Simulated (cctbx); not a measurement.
# Lattice, Laue class and space group of a new crystal

Cell: a = 13.7440 Å, b = 3.8990 Å, c = 9.7160 Å, α = 90.00°, β = 108.01°, γ = 90.00°. Expected content of the cell: Pt4 Gd12 Co4.

Simulated single-crystal data (cctbx): Cu Kα, λ = 1.54184 Å, to d = 0.83 Å, 80 % of the full sphere, strongest reflection 5000 counts, noise from counting, a 1.5 % proportional error and a noise floor of 15 counts (s.d.); no absorption.

A first pass over the reflections prints:

```text
2893 reflections to d = 0.830 A
centring   violations  <I/sigma> of those
    A        433 of  1428      4.9
    B        433 of  1421      5.0
    C          0 of  1449      0.0
    I        476 of  1432      5.2
    R        616 of  1930      5.1
    F        433 of  2149      3.3
Laue class    unique    Rint  (classes that these axes allow; Friedel mates merged)
C 1 2/m 1         526   0.045
space group    extra absences  I>4sigma  <I/sigma>
C 1 2 1                 0          0         -  acentric
C 1 m 1                 0          0         -  acentric
C 1 2/m 1               0          0         -  centric
Wilson B = 0.20 A^2   <|E^2-1|> = 0.876 (0.968 centric, 0.736 acentric)   E^2>4: 2.8 %
shell (A)         n   <I/sigma>
 9.24 - 1.66     76     19.3
 1.66 - 1.32     63     16.9
 1.32 - 1.15     64     20.8
 1.15 - 1.05     64     11.9
 1.05 - 0.97     62     13.6
 0.97 - 0.91     65     12.1
 0.91 - 0.87     67     15.3
 0.87 - 0.83     65     11.7
```

Q: Read the symmetry from these tables.

The reflections that C centring forbids are absent (⟨I/σ⟩ near 0), so the lattice is C.

Only C 1 2/m 1 fits these axes (Rint 0.045); a search for a hidden higher lattice was not made.

3 settings pass the absence test. No glide or screw absences show, which leaves C 1 2 1, C 1 m 1 and C 1 2/m 1.

⟨|E²−1|⟩ = 0.876 lies between the two ideal values. The Wilson B of 0.20 Å² means U ≈ 0.0025 Å².

The true group is C2/m (no. 12), Laue class 2/m, centrosymmetric. The tables only narrow the choice to the tied entries; cell content, site symmetry and trial solutions must settle it.

The model is made up (kin elements in a known structure type, no relaxation), so it says nothing on whether the phase exists.

[Logs are printed without paths, hosts, clocks, repeated set-up lines and the standing remarks that a program may print on its own settings, such as how far it seeks lower states.]
